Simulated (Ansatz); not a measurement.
# What Nb2NF2 monolayer distorts into

Wanted: the energy along a soft mode of Nb2NF2 monolayer and the structure at the end.

Method: DFT PBE, scalar-relativistic, plane waves, PAW, in Ansatz 0.2.0.

## (1) Starting point

The cell holds 5 atoms: 1 N, 2 Nb and 2 F. Its edges and angles: a = 3.274 Å, b = 3.274 Å, c = 33.200 Å, α = 90.0°, β = 90.0°, γ = 120.0°. Vacuum lies along c.

Structure file:

```cif
data_structure
_symmetry_space_group_name_H-M 'P 1'
_symmetry_Int_Tables_number 1
_cell_length_a 3.2736
_cell_length_b 3.2736
_cell_length_c 33.2000
_cell_angle_alpha 90.000
_cell_angle_beta 90.000
_cell_angle_gamma 120.000
_cell_volume 308.11
loop_
_atom_site_label
_atom_site_type_symbol
_atom_site_fract_x
_atom_site_fract_y
_atom_site_fract_z
_atom_site_occupancy
N1 N 0.00000 0.00000 0.30120 1
Nb2 Nb 0.33333 0.66667 0.33183 1
Nb3 Nb 0.66667 0.33333 0.27058 1
F4 F 0.66667 0.33333 0.37150 1
F5 F 0.33333 0.66667 0.23090 1
```

## (2) The dispersion

The cell comes from relaxations at this level that are not shown. Stability and thermal properties need the whole zone. Linear response on a 6×6×1 q mesh gives force constants as far as a supercell of that size would.

The input, input.yaml:

```yaml
crystal:
  lattice:
    - [3.2735700569, 0.0, 0.0]
    - [-1.6367850284, 2.8349948303, 0.0]
    - [0.0, 0.0, 33.2]
  atoms:
    - { symbol: "N", position: [0.0, 0.0, 0.3012048193] }
    - { symbol: Nb, position: [0.3333333333, 0.6666666667, 0.3318289633] }
    - { symbol: Nb, position: [0.6666666667, 0.3333333333, 0.2705806753] }
    - { symbol: F, position: [0.6666666667, 0.3333333333, 0.3715046654] }
    - { symbol: F, position: [0.3333333333, 0.6666666667, 0.2309049732] }
  periodic: [true, true, false]
kpoints:
  mp_grid: { grid: [12, 12, 1] }
hamiltonian:
  xc: pbe
scf:
  occupations: { method: methfessel_paxton, width: 0.15 }
output:
  eigenvalues: true
phonons:
  method: dfpt
  qmesh: [6, 6, 1]
  temperatures: { t_max: 1000, t_step: 50 }
  qpath:
    path:
      - [0.0, 0.0, 0.0]
      - [0.5, 0.0, 0.0]
      - [0.33333333, 0.33333333, 0.0]
      - [0.0, 0.0, 0.0]
    npoints: 10
```

Command:

```bash
$ ansatz run input.yaml --threads 8 --pin off --max-ram 14336MiB --backend cpu --events-out ev --progress --plain --runs-dir out
```

Numbers of over 12 decimals in the logs are rounded to 6 here.

Log:

```text
Warning: crystal.symmetry: narrowed to the stabiliser of the run's FFT grids — unitary ops 12 → 6. A phonons.method: dfpt run fills in the rows of the dynamical matrix that it does not solve by its symmetry operations, which is exact only for operations that map its FFT grids onto themselves: filled in by any other, the frequencies could depend on the order in which like atoms are typed, or, by more than the grids' own error, on where the crystal sits among the grids' points. Excluded: 6 operations. The run can therefore solve more perturbations, solve them on more k-points, or both, and cost more. [rest of the remark cut]
Engine: ansatz 0.2.0, aarch64-unknown-linux-gnu
Pseudopotentials: kind: paw
Pseudopotential: N, paw, valence charge 5, recommended cutoff 420 eV (normal), N.paw.azcp
Pseudopotential: Nb, paw, valence charge 13, recommended cutoff 420 eV (normal), Nb.paw.azcp
Pseudopotential: F, paw, valence charge 7, recommended cutoff 420 eV (normal), F.paw.azcp
Functional definition: PBE
  parameter kappa = 0.804
  parameter beta = 0.066725
  exchange = pbe_x(kappa = kappa, mu = beta*pi^2/3)
  correlation = pbe_c(beta = beta)
Crystal: 5 atoms, lattice volume = 308.114 Å³
Basis set: ecut = 420 eV, 6135 PW (Γ), exchange–correlation on 48×48×450 points (8 copies of the dense FFT grid, shifted against one another)
Bands: 28, of which v1, the nominal top of the filled ones, is band 23 counted from 1 (22 counted from 0)
Symmetry: 12 space group operations
k-points: 19 of 144 (irreducible under 6 space group operations, time reversal used)
Non-local potential: N, projectors of the file, l = 0: 2, l = 1: 2, l = 2: 1
Non-local potential: Nb, projectors of the file, l = 0: 3, l = 1: 2, l = 2: 2, l = 3: 1
Non-local potential: F, projectors of the file, l = 0: 2, l = 1: 2, l = 2: 1
PAW form: soft (Blöchl's): semilocal exchange-correlation on the pseudo side does not see the compensation charge
PAW one-centre angular grid: N, 110 points (default); XC on 64 Gauss nodes
PAW one-centre angular grid: Nb, 590 points (default); XC on 64 Gauss nodes
PAW one-centre angular grid: F, 110 points (default); XC on 64 Gauss nodes
Initial density: superposition of atomic densities (neutral atoms: chi_scale 0, normalization atom), corrected by the library's trained network
Initial wavefunctions: pseudopotential atomic-orbital guess
Functional: x = pbe(κ = 0.804, μ = 0.219515), c = pbe(β = 0.066725)
SCF iter   1: F=—  HF=-11108.532962 eV  |F-HF|=—  |Δ(HF+E_count)|=         —  Δρ=4.71e-3  dr2=4.30e-2  ethr=1.77e-3  ⟨swp⟩=11.7  Hψ=3866  notcnv=0
preconditioner: auto → LDOS  [insulator: Δε(μ)=0.148 eV  Ē_g=8.461 eV  σ=0.150 eV  W_gap=0.59  n_scr=20 (ndim 8)  ℏωp=10.6 eV  f_vac=0.785  D(μ)=1.45/eV (n_scr^D=8)  ε∞_Penn≈2.6  β→1.0]
SCF iter   2: F=—  HF=-11108.533174 eV  |F-HF|=—  |Δ(HF+E_count)|=   2.12e-4  S|Δr|=    0.00e0  Δρ=2.41e-3  dr2=1.27e-2  ethr=9.56e-5  ⟨swp⟩=3.5  Hψ=1411  notcnv=0  defer=1
SCF iter   3: F=—  HF=-11108.529802 eV  |F-HF|=—  |Δ(HF+E_count)|=   3.37e-3  S|Δr|=    0.00e0  Δρ=6.86e-4  dr2=9.76e-4  ethr=2.82e-5  ⟨swp⟩=3.6  Hψ=1245  notcnv=0  defer=2
SCF iter   4: F=—  HF=-11108.529666 eV  |F-HF|=—  |Δ(HF+E_count)|=   1.36e-4  S|Δr|=    0.00e0  Δρ=1.65e-4  dr2=5.46e-5  ethr=2.17e-6  ⟨swp⟩=3.0  Hψ=994  notcnv=0  defer=1
SCF iter   5: F=—  HF=-11108.529669 eV  |F-HF|=—  |Δ(HF+E_count)|=   3.11e-6  S|Δr|=    0.00e0  Δρ=3.01e-5  dr2=2.52e-6  ethr=1.21e-7  ⟨swp⟩=3.6  Hψ=1225  notcnv=0  defer=2
SCF iter   6: F=—  HF=-11108.529465 eV  |F-HF|=—  |Δ(HF+E_count)|=   2.04e-4  S|Δr|=    0.00e0  Δρ=8.83e-6  dr2=1.77e-7  ethr=5.60e-9  ⟨swp⟩=3.6  Hψ=1270  notcnv=0  defer=1
SCF iter   7: F=—  HF=-11108.529466 eV  |F-HF|=—  |Δ(HF+E_count)|=   7.45e-7  S|Δr|=    0.00e0  Δρ=2.09e-6  dr2=1.11e-8  ethr=3.94e-10  ⟨swp⟩=3.8  Hψ=1215  notcnv=0  defer=1
SCF iter   8: F=—  HF=-11108.529466 eV  |F-HF|=—  |Δ(HF+E_count)|=   8.56e-8  S|Δr|=    0.00e0  Δρ=5.80e-7  dr2=6.60e-10  ethr=2.46e-11  ⟨swp⟩=3.3  Hψ=1172  notcnv=0  defer=1
SCF iter   9: F=—  HF=-11108.529466 eV  |F-HF|=—  |Δ(HF+E_count)|=   1.45e-8  S|Δr|=    0.00e0  Δρ=1.49e-7  dr2=3.54e-11  ethr=1.47e-12  ⟨swp⟩=4.0  Hψ=1289  notcnv=0  defer=1
SCF iter  10: F=-11108.529466 eV  HF=-11108.529466 eV  |F-HF|=3.09e-11  |Δ(HF+E_count)|=  7.06e-10  S|Δr|=    0.00e0  Δρ=2.25e-8  dr2=6.22e-13  ethr=1.00e-12  ⟨swp⟩=17.9  Hψ=4467  notcnv=0
SCF 1 converged in 10 iterations: F = -11108.529466 eV  dr2 = 6.22e-13
  greatest PAW one-centre occupation: 0.998 electrons in one spin orbital (limit 2), on the Nb atom at site 2 (counted from 0), in its partial waves of l = 0
phonons: the bands overlap, so this run is a metal and interpolates without the dipole-dipole term. If the crystal is really an insulator or semiconductor, its LO-TO splitting is missing
NSCF: frozen V_eff on 19 k-points
NSCF: frozen V_eff on 43 k-points
DFPT response loops at q = (0, 0, 0) (fractional): preconditioner auto → none (partly filled bands, converged f_vac=0.785); β = 0.50; Broyden in place of MSR1
NSCF: frozen V_eff on 156 k-points
DFPT response loops at q = (0, 0.166667, 0) (fractional): mixed as the last ones told, above
NSCF: frozen V_eff on 156 k-points
DFPT response loops at q = (0, 0.333333, 0) (fractional): mixed as the last ones told, above
NSCF: frozen V_eff on 86 k-points
DFPT response loops at q = (0, -0.5, 0) (fractional): mixed as the last ones told, above
NSCF: frozen V_eff on 288 k-points
DFPT response loops at q = (0.166667, 0.166667, 0) (fractional): mixed as the last ones told, above
NSCF: frozen V_eff on 288 k-points
DFPT response loops at q = (0.166667, 0.333333, 0) (fractional): mixed as the last ones told, above
NSCF: frozen V_eff on 156 k-points
DFPT response loops at q = (0.333333, 0.333333, 0) (fractional): mixed as the last ones told, above
SCF converged after 10 iterations
Stability not checked: this state was not tested for a lower state beside it, because cold or Methfessel-Paxton smearing, or corrected tetrahedra, fill the levels in a way that the test cannot read (fill_not_monotonic; see scf.lower_state_search)
Free energy (F): -11108.529466 eV
Harris-Foulkes:  -11108.529466 eV  (|F-HF|=3.09e-11)
Internal energy: -11108.533694 eV  (E = F + TS)
E sigma→0 (E₀):  -11108.530523 eV
Entropy (-TS):   0.004228 eV (0.846 meV/atom)
Fermi energy:    -3.940490 eV
Step filling:    the computed levels leave a gap of 0.0630 eV = 0.4 smearing widths at the electron count; against every level under it full and every level over it empty, smearing changes F+E_penalty+E_count by +0.818 meV and its σ→0 estimate by -0.239 meV
--- Per-component energies (eV) ---
  E_band       = -1063.928992
  E_kinetic    = 1335.857219
  E_local      = -130739.674769  (includes V_loc(G=0)·N_el)
  E_nonlocal   = 432.996258
  E_hartree    = 64489.892214
  E_xc         = -571.128330
  E_vxc        = -707.481419  (∫ρ·V_xc dr)
  E_paw        = -6674.840209  (= ΣΔE_a)
  E_vpaw       = -365.414941  (= ΣTr[D̂ρ^β])
  E_aug_tail   = 0.004210  (compensation charges beyond the density's cutoff)
  E_ewald      = 60618.359713
  E_smearing   = 0.004228  (= −TS)
  E_closure    = 0.000000  (closes the sum)
  Σ components = -11108.529466   (vs F -11108.529466, Δ=0.00e0)
--- Band table (eV; the first three rows and the last of 19) ---
  k-point 0: bands = [... 19 lower, -9.8475, -6.1868, -6.1868, -4.0623, -3.6367, -2.7211, -2.7211, -2.3178, ... 1 higher]
  k-point 1: bands = [... 19 lower, -9.8182, -6.3138, -6.0574, -4.1086, -3.4616, -2.8381, -2.7279, -2.5671, ... 1 higher]
  k-point 2: bands = [... 19 lower, -9.7982, -6.5957, -5.6972, -4.2909, -3.3914, -2.6813, -2.6083, -2.4786, ... 1 higher]
  k-point 18: bands = [... 19 lower, -9.9514, -5.3999, -5.3999, -5.3605, -2.2849, -2.2849, -1.9622, -0.9340, ... 1 higher]
--- Phonons (Γ-DFPT): 10 representative perturbations + reference (Σ response iterations 52) ---
  ASR residual: 3.009e-5 → 0.000e0 eV/Å²; symmetrization residual: 4.490e-6 eV/Å²
  The last average, over the group as it would stand without the narrowing to the FFT grids, took up to 2.304e-6 eV/Å² of the zone centre's force constants
  ASR residual per site (eV/Å²): 3.01e-5 7.26e-6 8.92e-6 6.54e-6 6.74e-6
  Γ frequencies (cm⁻¹): 0.00 0.00 0.00 154.29 154.29 209.57 209.57 240.90 240.90 271.68 324.01 391.52 418.38 625.83 625.83
--- Phonons (arbitrary-q DFPT): 7 irreducible q on the 6×6×1 mesh ---
  q = [0.0000, 0.0000, 0.0000] (star 1, of the zone-centre solve; hermiticity 3.44e-7, symmetrization 4.87e-11, taken by the last average 8.83e-8): -0.00 -0.00 0.00 154.29 154.29 209.57 209.57 240.90 240.90 271.68 324.01 391.52 418.38 625.83 625.83
  q = [0.0000, 0.1667, 0.0000] (star 6, 15 solved perturbations on 78 of 144 k-point pairs; hermiticity 5.62e-7, symmetrization 9.02e-11, taken by the last average 5.66e-7): -89.18 -38.85 50.09 121.75 149.02 215.96 221.85 233.49 234.04 257.73 341.51 373.63 380.89 619.91 626.41
  q = [0.0000, 0.3333, 0.0000] (star 6, 15 solved perturbations on 78 of 144 k-point pairs; hermiticity 6.26e-7, symmetrization 1.37e-10, taken by the last average 4.04e-7): -121.46 -26.35 126.31 154.77 173.19 209.50 217.57 224.27 226.75 263.34 328.80 348.12 417.57 631.48 637.22
  q = [0.0000, -0.5000, 0.0000] (star 3, 15 solved perturbations on 43 of 144 k-point pairs; hermiticity 5.10e-7, symmetrization 1.08e-10, taken by the last average 3.21e-7): -163.37 -61.83 163.82 175.23 201.00 206.13 215.00 215.34 217.21 248.21 317.81 350.46 439.36 618.54 633.46
  q = [0.1667, 0.1667, 0.0000] (star 6, 10 solved perturbations in 1110 linear systems a pass and spin channel, the states on 144 of 144 k-point pairs; hermiticity 2.13e-7, symmetrization 2.05e-10, taken by the last average 6.56e-7): -127.39 -50.68 117.98 138.52 171.80 212.47 220.48 221.29 231.87 262.28 335.96 346.49 403.53 631.05 633.43
  q = [0.1667, 0.3333, 0.0000] (star 12, 15 solved perturbations on 144 of 144 k-point pairs: no pair is spared here; hermiticity 2.10e-7, symmetrization 0.00e0, taken by the last average 3.56e-7): -144.01 -75.12 134.63 164.87 205.88 209.24 214.19 217.27 219.55 247.70 321.77 339.74 431.13 627.98 639.10
  q = [0.3333, 0.3333, 0.0000] (star 2, 10 solved perturbations in 545 linear systems a pass and spin channel, the states on 78 of 144 k-point pairs; hermiticity 5.10e-7, symmetrization 5.82e-8, taken by the last average 3.13e-7): -122.54 -23.90 -23.90 193.01 193.01 210.91 214.33 214.33 216.85 253.01 326.64 326.64 436.79 640.54 640.54
  sum rule: each row above includes the acoustic sum rule's correction from the zone centre's row sums; it moved no ω² by more than (0.76 cm⁻¹)²
  mesh force constants: q→R imaginary residual 2.81e-18; ASR residual 3.009e-5 → 0.000e0 eV/Å²; symmetrization residual 7.105e-15 eV/Å²
  interpolated dispersion: 31 rows × 15 modes
  density of states and harmonic sums: on the 24×24×1 q-mesh, interpolated from the force constants of a 6×6×1 supercell (no non-analytic term)
  largest difference from the sums on the solved wave vectors: F 3.10e-2 eV, S 4.04e-5 and C_V 9.42e-6 eV/K
  zero-point energy: 0.244028 eV/cell   skipped modes (ω ≤ 0): 122, of them read as no rigid motion or as one in doubt: 119 (1.969e0 modes/cell left out, lowest -163.37 cm⁻¹)   left out of the sums: 1.32e-1 of the cell's modes: C_V's classical limit lies that fraction below 3 k_B per atom; for a crystal, a wire or a layer, F and S can be off by more, and a phonons.interpolated_qmesh denser along its periods is the remedy for the sampling
```

The job ended after 17 min (8 threads of Arm Neoverse V1, shared host; peak memory 3.1 GiB).

This step gave:

```
gap on the k-mesh                                       : 0 eV
sum-rule residual before enforcement                    : 3.01e-5 eV/Å²
lowest frequency on the path                            : -163.4 cm⁻¹
point group                                             : -3m
highest frequency on the path or at a solved wavevector : 642.6 cm⁻¹
area per atom                                           : 1.856 Å²
highest optical mode at the zone centre (no LO-TO term) : 625.8 cm⁻¹
lowest optical zone-centre mode                         : 154.3 cm⁻¹
lowest mode on the q mesh (acoustic modes at Γ apart)   : -163.4 cm⁻¹
```

Frequencies (cm⁻¹) solved at each irreducible wavevector; negative means imaginary. Frequencies by wavevector, by row:

```tsv
q in reciprocal lattice units	star	mode 1	mode 2	mode 3	mode 4	mode 13	mode 14	mode 15
0 0 0	1	0	0	0	154.3	418.4	625.8	625.8
0 0.1667 0	6	-89.2	-38.9	50.1	121.8	380.9	619.9	626.4
0 0.3333 0	6	-121.5	-26.4	126.3	154.8	417.6	631.5	637.2
0 -0.5 0	3	-163.4	-61.8	163.8	175.2	439.4	618.5	633.5
0.1667 0.1667 0	6	-127.4	-50.7	118	138.5	403.5	631	633.4
0.1667 0.3333 0	12	-144	-75.1	134.6	164.9	431.1	628	639.1
0.3333 0.3333 0	2	-122.5	-23.9	-23.9	193	436.8	640.5	640.5
```

Interpolated from a 6×6×1 q mesh. Phonon branches along the path, in cm⁻¹:

```tsv
point	branch 1	branch 2	branch 3	branch 4	branch 12	branch 13	branch 14	branch 15
Γ	0	0	0	154	392	418	626	626
halfway	-82	-75	91	138	348	395	627	633
M	-163	-62	164	175	350	439	618	634
halfway	-147	-85	134	178	339	435	624	640
K	-122	-24	-24	193	327	437	640	640
halfway	-127	-51	118	138	346	404	631	633
Γ	0	0	0	154	392	418	626	626
```

Symmetry leaves 7 wavevectors to solve. The lowest mode among them, the acoustic zeros apart, lies at q = (0, -0.5, 0) and is imaginary, 163.4i cm⁻¹, so the energy falls along it.

## (3) The mode frozen in, largest atomic shift 0 Å

The mode followed lies at q = (0, -0.5, 0) with frequency 163.4i cm⁻¹, the softest among the wavevectors solved. At small amplitude the distorted cell has space group no. 11 by a symmetry search on the positions. The undistorted cell that holds it gives the zero of energy on the same k mesh.

System of this step: Nb2NF2 monolayer. The cell holds 10 atoms: 2 N, 4 Nb and 4 F. Its edges and angles: a = 3.274 Å, b = 5.670 Å, c = 33.200 Å, α = 90.0°, β = 90.0°, γ = 90.0°. It derives from Nb2NF2. Vacuum lies along c.

The input, input.yaml:

```yaml
crystal:
  lattice:
    - [3.2735700569, 0.0, 0.0]
    - [0.0, 5.6699896606, 0.0]
    - [0.0, 0.0, 33.2]
  atoms:
    - { symbol: "N", position: [0.0, 0.0, 0.3012048193] }
    - { symbol: "N", position: [0.5, 0.5, 0.3012048193] }
    - { symbol: Nb, position: [1.0, 0.3333333333, 0.3318289633] }
    - { symbol: Nb, position: [0.5, 0.8333333333, 0.3318289633] }
    - { symbol: Nb, position: [0.5, 0.1666666667, 0.2705806753] }
    - { symbol: Nb, position: [1.0, 0.6666666667, 0.2705806753] }
    - { symbol: F, position: [0.5, 0.1666666667, 0.3715046654] }
    - { symbol: F, position: [1.0, 0.6666666667, 0.3715046654] }
    - { symbol: F, position: [1.0, 0.3333333333, 0.2309049732] }
    - { symbol: F, position: [0.5, 0.8333333333, 0.2309049732] }
  periodic: [true, true, false]
kpoints:
  mp_grid: { grid: [12, 6, 1] }
hamiltonian:
  xc: pbe
scf:
  occupations: { method: methfessel_paxton, width: 0.15 }
output:
  forces: true
  stress: true
  eigenvalues: true
```

Log:

```text
[...]
Crystal: 10 atoms, lattice volume = 616.229 Å³
Basis set: ecut = 420 eV, 12075 PW (Γ), exchange–correlation on 48×80×450 points (8 copies of the dense FFT grid, shifted against one another)
Bands: 55, of which v1, the nominal top of the filled ones, is band 45 counted from 1 (44 counted from 0)
Symmetry: 8 space group operations
[...]
k-points: 28 of 72
[...]
k-point 0: bands = [... 41 lower, -6.1909, -6.1891, -4.0655, -3.7763, -3.6451, -3.6395, -2.8472, -2.7249, ... 6 higher]
  k-point 1: bands = [... 41 lower, -6.3178, -6.0597, -4.1120, -4.0214, -3.9501, -3.4646, -2.8406, -2.7315, ... 6 higher]
  k-point 2: bands = [... 41 lower, -6.5995, -5.6996, -4.5683, -4.3132, -4.2944, -3.3942, -2.9561, -2.6848, ... 6 higher]
  k-point 27: bands = [... 41 lower, -7.5134, -3.7776, -3.7776, -3.6447, -3.6447, -2.8472, -2.8472, -2.3491, ... 6 higher]
[key lines of the parts left out:]
SCF converged after 7 iterations
Free energy (F): -22217.063041 eV
Fermi energy:    -3.936584 eV
P = ½ c Tr σ = 0.0279 N/m
```

Wall time 12 s (8 threads); peak memory 2.2 GiB; 90 s of CPU time.

This step gave:

```yaml
energy_from_the_undistorted_cell: 0 meV/atom
```

## (4) The mode frozen in, largest atomic shift 0.22 Å

The atoms are moved along the unstable eigenvector, the largest shift by 0.22 Å, with the cell fixed.

The input, input.yaml:

```yaml
crystal:
  lattice:
    - [3.2735700569, 0.0, 0.0]
    - [0.0, 5.6699896606, 0.0]
    - [0.0, 0.0, 33.2]
  atoms:
    - { symbol: "N", position: [0.0, 0.0081279712, 0.3076843031] }
    - { symbol: "N", position: [0.5, 0.4918720288, 0.2947253355] }
    - { symbol: Nb, position: [1.0, 0.3473707936, 0.3315869611] }
    - { symbol: Nb, position: [0.5, 0.819295873, 0.3320709654] }
    - { symbol: Nb, position: [0.5, 0.1526292064, 0.2708226775] }
    - { symbol: Nb, position: [1.0, 0.680704127, 0.2703386732] }
    - { symbol: F, position: [0.5, 0.1683687127, 0.3694209404] }
    - { symbol: F, position: [1.0, 0.6649646207, 0.3735883904] }
    - { symbol: F, position: [1.0, 0.3316312873, 0.2329886982] }
    - { symbol: F, position: [0.5, 0.8350353793, 0.2288212482] }
  periodic: [true, true, false]
kpoints:
  mp_grid: { grid: [12, 6, 1] }
hamiltonian:
  xc: pbe
scf:
  occupations: { method: methfessel_paxton, width: 0.15 }
output:
  forces: true
  stress: true
  eigenvalues: true
```

Log:

```text
[...]
Crystal: 10 atoms, lattice volume = 616.229 Å³
Basis set: ecut = 420 eV, 12075 PW (Γ), exchange–correlation on 48×80×450 points (8 copies of the dense FFT grid, shifted against one another)
Bands: 55, of which v1, the nominal top of the filled ones, is band 45 counted from 1 (44 counted from 0)
Symmetry: 4 space group operations
[...]
k-points: 28 of 72
[...]
k-point 0: bands = [... 41 lower, -6.2183, -6.1724, -4.2956, -4.0030, -3.9801, -3.8506, -2.8488, -2.8403, ... 6 higher]
  k-point 1: bands = [... 41 lower, -6.3064, -6.1143, -4.4770, -4.3057, -4.1375, -3.4843, -2.9084, -2.8259, ... 6 higher]
  k-point 2: bands = [... 41 lower, -6.5391, -5.8097, -4.7939, -4.7214, -4.5002, -3.2457, -2.9127, -2.8349, ... 6 higher]
  k-point 27: bands = [... 41 lower, -7.4105, -3.9590, -3.9590, -3.7987, -3.7987, -3.1386, -3.1386, -2.2318, ... 6 higher]
[key lines of the parts left out:]
SCF converged after 8 iterations
Free energy (F): -22217.175979 eV
Fermi energy:    -4.125472 eV
P = ½ c Tr σ = -1.6216 N/m
```

Wall time 12 s (8 threads); peak memory 2.2 GiB.

This step gave:

| Item | Value |
| --- | --- |
| energy from the undistorted cell | -11.07 meV/atom |

The energy, extrapolated to zero smearing, is -11.07 meV/atom against the undistorted cell.

## (5) Energy along the mode, all amplitudes (two of the runs are shown above)

An imaginary frequency means negative curvature, so the energy should fall and then rise again as anharmonic terms take over.

Numbers from this step:

| Property | Result |
| --- | --- |
| depth at the lowest point sampled | 11.07 meV/atom |
| largest atomic shift at that point | 0.22 Å |

Energy from the parent against largest atomic shift:

```tsv
largest atomic shift (Å)	energy from the parent (meV/atom)
0.000	0
0.040	-0.626
0.080	-2.42
0.140	-6.50
0.220	-11.1
0.320	-6.11
0.450	33.9
```

Displacement at unit largest shift by atom:

```tsv
atom	x (Å)	y (Å)	z (Å)	size
N1	0.00	0.21	0.98	1.00
N2	0.00	-0.21	-0.98	1.00
Nb3	0.00	0.36	-0.04	0.36
Nb4	0.00	-0.36	0.04	0.36
Nb5	0.00	-0.36	0.04	0.36
Nb6	0.00	0.36	-0.04	0.36
F7	0.00	0.04	-0.31	0.32
F8	0.00	-0.04	0.31	0.32
F9	0.00	-0.04	0.31	0.32
F10	0.00	0.04	-0.31	0.32
```

The lowest of the steps tried is at 0.22 Å, 11.1 meV/atom below the parent; the bottom of the well need not coincide with a step.

[end of part 1 of 2]

[Logs are printed without paths, hosts, clocks, repeated set-up lines and the standing remarks that a program may print on its own settings, such as how far it seeks lower states.]

[Hosts, paths, dates, database ids (printed as entryN), source tags and the programs' standing remarks are cut or masked in the printed files.]
